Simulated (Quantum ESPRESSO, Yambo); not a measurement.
# MgH2 (P4_2/mnm): G0W0 with Yambo, start to end, part 3 of 3

How does a plane-wave GW calculation on MgH2 (P4_2/mnm) run from the first input to the gap?

Quantum ESPRESSO 7.5 and Yambo 5.3.0; PBE and many-body steps on it, plane waves. Known limits of the many-body steps: not at the basis limit; coarse k mesh.

So far. Step 3 (Bands along the symmetry lines): The gap is 3.756 eV, −0.139 eV from the run before at this level. Step 4 (Empty states on the mesh, 4×4×4 mesh, 407 bands): On this mesh the gap is 3.895 eV.

## (6) Screening and self-energy, 4×4×4 mesh, 173 bands, screening to 176.9 eV

G0W0 replaces the xc potential by the self-energy, built once from these orbitals. Only a window of levels is corrected, while the sums run over the empty bands that the input names.

This step: G0W0 on PBE, plane waves, norm-conserving pseudopotentials.

Input file gw2.in:

```
HF_and_locXC
gw0
dyson
ppa
em1d
rim_cut
RandQpts= 1000000
RandGvec= 1 RL
EXXRLvcs= 76 Ry
VXCRLvcs= 304 Ry
Chimod= "HARTREE"
% BndsRnXp
 1 | 173 |
%
NGsBlkXp= 13 Ry
% LongDrXp
 1 | 1 | 1 |
%
% GbndRnge
 1 | 173 |
%
DysSolver= "n"
ExtendOut
PPAPntXp= 27.21138 eV
% QPkrange
 4 | 4 | 11 | 14 |
 18 | 18 | 11 | 14 |
 21 | 21 | 11 | 14 |
 1 | 1 | 11 | 14 |
%
```

Started as:

```bash
> OMP_NUM_THREADS=2 mpirun -n 2 yambo -F gw2.in -J gw2 -C gw2 > gw2.log
```

The log of the run:

```text
 Yambo, version 5.3.0

 [02] CORE Variables Setup
 =========================

  [... cell, symmetries and grids as in the set-up ...]

  [02.05] Energies & Occupations
  ==============================

  [X] === General ===
  [X] Electronic Temperature                        :  0.000000  0.000000 [eV K]
  [X] Bosonic    Temperature                        :  0.000000  0.000000 [eV K]
  [X] Finite Temperature mode                       : no
  [X] El. density                                   :  0.38947E+24 [cm-3]
  [X] Fermi Level                                   :  1.704140 [eV]

  [X] === Gaps and Widths ===
  [X] Conduction Band Min                           :  3.895282 [eV]
  [X] Valence Band Max                              :  0.000000 [eV]
  [X] Filled Bands                                  :  12
  [X] Empty Bands                                   :    13   407
  [X] Direct Gap                                    :  4.665746 [eV]
  [X] Direct Gap localized at k                     :  21
  [X] Indirect Gap                                  :  3.895282 [eV]
  [X] Indirect Gap between kpts                     :   4  18
  [X] Last valence band width                       :  2.647368 [eV]
  [X] 1st conduction band width                     :  5.219411 [eV]

 [03] Transferred momenta grid and indexing
 ==========================================

 IBZ Q-points                                      :  21
 BZ  Q-points                                      :   64

 K/Q-points units:
 rlu = crystal or reduced units; cc = cartesian coordinates; iku = interal k-units

 Q [ 1]         [rlu]:  0.000000  0.000000  0.000000
 Q [ 2]         [rlu]:  0.000000  0.000000  0.250000
 Q [ 3]         [rlu]:  0.000000  0.000000 -0.500000
 Q [ 4]         [rlu]:  0.000000  0.250000  0.000000
 Q [ 5]         [rlu]:  0.000000  0.250000  0.250000
 Q [ 6]         [rlu]:  0.000000  0.250000 -0.500000
 Q [ 7]         [rlu]:  0.000000 -0.500000  0.000000
 Q [ 8]         [rlu]:  0.000000 -0.500000  0.250000
 Q [ 9]         [rlu]:  0.000000 -0.500000 -0.500000
 Q [10]         [rlu]:  0.250000  0.250000  0.000000
     [... 9 further rows ...]
 Q [20]         [rlu]: -0.250000  0.250000 -0.250000
 Q [21]         [rlu]: -0.250000  0.250000  0.500000

 [04] Coloumb potential Random Integration (RIM)
 ===============================================

  [04.01] RIM initialization
  ==========================

  * Diagonal components only detected *

  8 x (sBL volume)        :  0.074561 [a.u.]
  sBZ random points       :  1000000
  Points outside the sBZ  :   7992674
  RL volume               :  0.596489 [a.u.]
  Integrated volume       :  0.597036 [a.u.]

  [04.02] RIM integrals
  =====================

  Gamma point sphere radius             :  0.076346 [a.u.]
  Points outside the sphere             :   799746
  [Int_sBZ(q=0) 1/q^2]*(Vol_sBZ)^(-1/3) =:  7.538312
                                 should be <:  7.795600

  Summary of Coulomb integrals for non-metallic bands |Q|[au] RIM/Bare

  Q [1] 0.100000E-4 0.966996 * Q [4] 0.184031 0.952411
  Q [19] 0.260259 0.994565 * Q [10] 0.260259 0.994039
  Q [2] 0.275196 1.179740 * Q [5] 0.331059 1.091923
  Q [7] 0.368061 0.992365 * Q [20] 0.378771 1.053954
  Q [11] 0.378771 1.053813 * Q [13] 0.411505 0.995853
  Q [8] 0.459567 1.021692 * Q [14] 0.495045 1.016188
  Q [16] 0.520517 0.998458 * Q [3] 0.550392 1.045432
  Q [6] 0.580344 1.037073 * Q [17] 0.588788 1.007986
  Q [21] 0.608823 1.030597 * Q [12] 0.608823 1.030671
  Q [9] 0.662118 1.021843 * Q [15] 0.687217 1.018806
  Q [18] 0.757542 1.012986

 [WARNING] [Xp] User bands 1-173 break level degeneracy

 [05] Dipoles
 ============

  [05.01] Setup: observables and procedures
  =========================================

 [06] Dynamic Dielectric Matrix (PPA)
 ====================================

 [WR./gw2//ndb.pp]---------------------------------------------------------------
  Brillouin Zone Q/K grids (IBZ/BZ)                :   21   64   21   64
  RL vectors                                       :   5981 [WF]
  Coulomb cutoff potential                         : none
  Electronic Temperature                           :  0.000000 [K]
  Bosonic    Temperature                           :  0.000000 [K]
  PPA    diel. fun.  energies                      : Perdew, Burke & Ernzerhof(X)+Perdew, Burke & Ernzerhof(C)
  wavefunctions                                    : Perdew, Burke & Ernzerhof(X)+Perdew, Burke & Ernzerhof(C)
  Global Gauge                                     : length
  X matrix size                                    :   323
  X band range                                     :    1  173
  X e/h energy range                               : -1.000000 -1.000000 [eV]
  X Time ordering                                  : R
  X Hxc Kernel                                     : HARTREE
  X Drude frequency                                :  0.000000  0.000000
  X poles                                          :  100.0000 [o/o]
  RL vectors in the sum                            :   5981
  [r,Vnl] included                                 : yes
  Field direction                                  :  0.577350E-5  0.577350E-5  0.577350E-5
  BZ energy Double Grid                            : no
  BZ energy DbGd points                            : 0
  BZ Q point size factor                           : -1.000000
  X Optical Averaged directions                    : none

 [07] Local Exchange-Correlation + Non-Local Fock
 ================================================

 [VXC] Plane waves :   37211
 [EXS] Plane waves :   4683

 QP @ state[ 1 ] K range:  1  1
 QP @ state[ 1 ] b range:  11  14
 QP @ state[ 2 ] K range:   4   4
 QP @ state[ 2 ] b range:  11  14
 QP @ state[ 3 ] K range:  18  18
 QP @ state[ 3 ] b range:  11  14
 QP @ state[ 4 ] K range:  21  21
 QP @ state[ 4 ] b range:  11  14

 [xc] Functional : Perdew, Burke & Ernzerhof(X)+Perdew, Burke & Ernzerhof(C)
 [xc] LIBXC used to calculate xc functional

 [xc] E_xc :  -17.32084 [Ha]
      E_xc :  -34.64167 [Ry]

  Local XC kind (lXC) : Perdew, Burke & Ernzerhof(X)+Perdew, Burke & Ernzerhof(C)
  Non-Local XC kind (nlXC) : Hartree-Fock

  Corrections @ K [1] :  [eV]
 <11|nlXC|11> = -15.07684  0.70171E-17 <11|lXC|11> = -11.11025  0.18882E-15
 <12|nlXC|12> = -14.78517  0.29259E-16 <12|lXC|12> = -11.48397  0.97713E-20
 <13|nlXC|13> = -2.917208 -0.23266E-18 <13|lXC|13> = -6.816384  0.12528E-32
 <14|nlXC|14> = -5.742535  0.37434E-17 <14|lXC|14> = -9.977685  0.75528E-15

  Corrections @ K [4] :  [eV]
 <11|nlXC|11> = -15.04202 -0.69646E-17 <11|lXC|11> = -11.18512  0.94417E-16
 <12|nlXC|12> = -15.02455 -0.87162E-17 <12|lXC|12> = -11.63013  0.94429E-16
 <13|nlXC|13> = -4.396010 -0.27703E-17 <13|lXC|13> = -8.564984  0.94564E-16
 <14|nlXC|14> = -3.854312 -0.29750E-17 <14|lXC|14> = -8.265797 -0.47156E-16

  Corrections @ K [18] :  [eV]
 <11|nlXC|11> = -14.82775  0.42762E-17 <11|lXC|11> = -11.04921 -0.28323E-15
 <12|nlXC|12> = -14.82801  0.62942E-17 <12|lXC|12> = -11.04921 -0.94410E-16
 <13|nlXC|13> = -4.926584  0.28549E-17 <13|lXC|13> = -9.156240  0.47213E-16
 <14|nlXC|14> = -4.926619 -0.39121E-17 <14|lXC|14> = -9.156268  0.88369E-17

  Corrections @ K [21] :  [eV]
 <11|nlXC|11> = -14.96068  0.66854E-18 <11|lXC|11> = -11.32258 -0.83411E-20
 <12|nlXC|12> = -14.94148 -0.53680E-17 <12|lXC|12> = -11.30453  0.70794E-16
 <13|nlXC|13> = -4.638351  0.12018E-17 <13|lXC|13> = -8.888660 -0.47235E-16
 <14|nlXC|14> = -3.511073 -0.39952E-17 <14|lXC|14> = -7.761150  0.70806E-16

  [07.01] Hartree-Fock occupations report
  =======================================

  [Hartree-Fock] === General ===
  [Hartree-Fock] Electronic Temperature             :  0.000000  0.000000 [eV K]
  [Hartree-Fock] Bosonic    Temperature             :  0.000000  0.000000 [eV K]
  [Hartree-Fock] Finite Temperature mode            : no
  [Hartree-Fock] El. density                        :  0.38947E+24 [cm-3]
  [Hartree-Fock] Fermi Level                        :  1.704140 [eV]

  [Hartree-Fock] === Gaps and Widths ===
  [Hartree-Fock] Conduction Band Min                :  4.179119 [eV]
  [Hartree-Fock] Valence Band Max                   : -0.019702 [eV]
  [Hartree-Fock] Filled Bands                       :  12
  [Hartree-Fock] Empty Bands                        :    13   407
  [Hartree-Fock] Direct Gap                         :  4.665748 [eV]
  [Hartree-Fock] Direct Gap localized at k          :  12
  [Hartree-Fock] Indirect Gap                       :  4.198821 [eV]
  [Hartree-Fock] Indirect Gap between kpts          :   3  12
  [Hartree-Fock] Last valence band width            :  4.632971 [eV]
  [Hartree-Fock] 1st conduction band width          :  4.935574 [eV]

 [08] Dyson equation: Newton solver
 ==================================

  [08.01] G0W0 (W PPA)
  ====================

  [  GW  ] Bands range     :    1  173
  [GW/PPA] G damping       :  0.100000 [eV]

  QP @ state[ 1 ] K range:  1  1
  QP @ state[ 1 ] b range:  11  14
  QP @ state[ 2 ] K range:   4   4
  QP @ state[ 2 ] b range:  11  14
  QP @ state[ 3 ] K range:  18  18
  QP @ state[ 3 ] b range:  11  14
  QP @ state[ 4 ] K range:  21  21
  QP @ state[ 4 ] b range:  11  14

   Sc/G bands                                       :    1  173
   Sc/G damping                                     :  0.100000 ev
   Sc bands terminator                              : no
   Sx RL components                                 :   4683

   QP @ state[ 1 ] K range                          :  1  1
   QP @ state[ 1 ] b range                          :  11  14
   QP @ state[ 2 ] K range                          :   4   4
   QP @ state[ 2 ] b range                          :  11  14
   QP @ state[ 3 ] K range                          :  18  18
   QP @ state[ 3 ] b range                          :  11  14
   QP @ state[ 4 ] K range                          :  21  21
   QP @ state[ 4 ] b range                          :  11  14
   GF energies kind                                 : Perdew, Burke & Ernzerhof(X)+Perdew, Burke & Ernzerhof(C)
   GF WF`s kind                                     : Perdew, Burke & Ernzerhof(X)+Perdew, Burke & Ernzerhof(C)
   Xs energies kind                                 : Perdew, Burke & Ernzerhof(X)+Perdew, Burke & Ernzerhof(C)
   Xs WF`s kind                                     : Perdew, Burke & Ernzerhof(X)+Perdew, Burke & Ernzerhof(C)

 [11] Game Over & Game summary
```

The job ended after 7.2 min (2 MPI ranks of Arm Neoverse V1, shared host; peak memory 1.2 GiB).

Numbers from this step:

```yaml
g0w0_gap_on_the_mesh: 5.955 eV
starting_gap_on_the_mesh: 3.895 eV
k_of_the_valence_top: 0, 0.25, 0
k_of_the_conduction_bottom: -0.5, -0.5, -0.5
least_direct_g0w0_gap_on_the_computed_points: 6.762 eV
z_at_the_valence_top: 0.7866
z_at_the_conduction_bottom: 0.8244
```

The gap on the mesh goes from 3.90 eV to 5.96 eV, a correction of +2.06 eV.

Limits: finite bands, cutoff and mesh; coarse k mesh. v1 is the top filled band, c1 the lowest empty one. The levels before and after the correction (eV, zero at the valence-band top of each column):

|  | conduction bottom | valence top |
| --- | --- | --- |
| Kohn-Sham | 3.90 | 0.00 |
| G0W0 | 5.96 | 0.00 |

|  | level | energy (eV) |
| --- | --- | --- |
| Kohn-Sham | (0 0.25 0) v2 | -1.111 |
| Kohn-Sham | (0 0.25 0) v1 | 0.000 |
| Kohn-Sham | (0 0.25 0) c1 | 4.798 |
| Kohn-Sham | (0 0.25 0) c2 | 6.524 |
| Kohn-Sham | (-0.5 -0.5 -0.5) v2 | -0.874 |
| Kohn-Sham | (-0.5 -0.5 -0.5) v1 | -0.874 |
| Kohn-Sham | (-0.5 -0.5 -0.5) c1-c2 | 3.895 |
| G0W0 | (0 0.25 0) v2 | -1.195 |
| G0W0 | (0 0.25 0) v1 | 0.000 |
| G0W0 | (0 0.25 0) c1 | 6.789 |
| G0W0 | (0 0.25 0) c2 | 8.501 |
| G0W0 | (-0.5 -0.5 -0.5) v2 | -0.978 |
| G0W0 | (-0.5 -0.5 -0.5) v1 | -0.973 |
| G0W0 | (-0.5 -0.5 -0.5) c1-c2 | 5.955 |

## (7) Where the time went

Times are wall times on the hardware named with each run, good to a factor of about two.

| step | time | share | memory (GiB) |
| --- | --- | --- | --- |
| ground state | 7.1 s | 1 % | 0.29 |
| bands along the symmetry lines | 5.8 s | 1 % | 0.23 |
| empty states on the mesh | 3.3 min | 31 % | 0.9 |
| conversion and set-up | 2.4 s | 0 % | 0.25 |
| screening and self-energy | 7.2 min | 67 % | 1.2 |

## (8) Outcome

* PBE gap: 3.76 eV, indirect
* G0W0 gap on the mesh: 5.96 eV
* G0W0 gap over the zone (rigid shift): 5.82 eV
* GW settings: 4×4×4 mesh, 173 bands, screening to 176.9 eV, Godby-Needs plasmon pole
* known limits: not at the basis limit; coarse k mesh

G0W0 moves the gap on the mesh from 3.90 eV to 5.96 eV (+2.06 eV), with Z of 0.79 and 0.82 at the edges. The mesh misses the band edges by 0.14 eV in all; a rigid shift gives 5.82 eV for the zone. The dearest step here is «screening and self-energy». Against experiment, by G0W0@PBE: the gap of 5.82 eV lies +0.22 eV from the measured 5.6 ± 0.1 eV (optical, 300 K, 2003). An exciton line or allowed optical edge lies below the quasiparticle gap by the binding energy; a forbidden edge can push the onset above it. The calculation has static nuclei and no excitons; a measured gap holds zero-point and thermal motion, which mostly lowers it. Bands and cutoff are finite, so the gap is not at the basis limit. The miss can reach some tenths of an eV and take either sign; the mesh is an error of its own. A denser mesh or path gives a starting gap of 3.76 eV: the GW mesh misses a band edge, so its gaps are not the fundamental one. The 4×4×4 mesh is coarse for this cell, which bears on the long-range parts of exchange and screening.

[Paths, hosts, dates, memory and timing lines, banners, echoed tables and standing remarks are left out of the program output.]

[Logs are printed without paths, hosts, clocks, repeated set-up lines and the standing remarks that a program may print on its own settings, such as how far it seeks lower states.]

[Runs of the session that timed out or met a known fault of the program may be left out.]

[Hosts, paths, dates, database ids (printed as entryN), source tags and the programs' standing remarks are cut or masked in the printed files.]
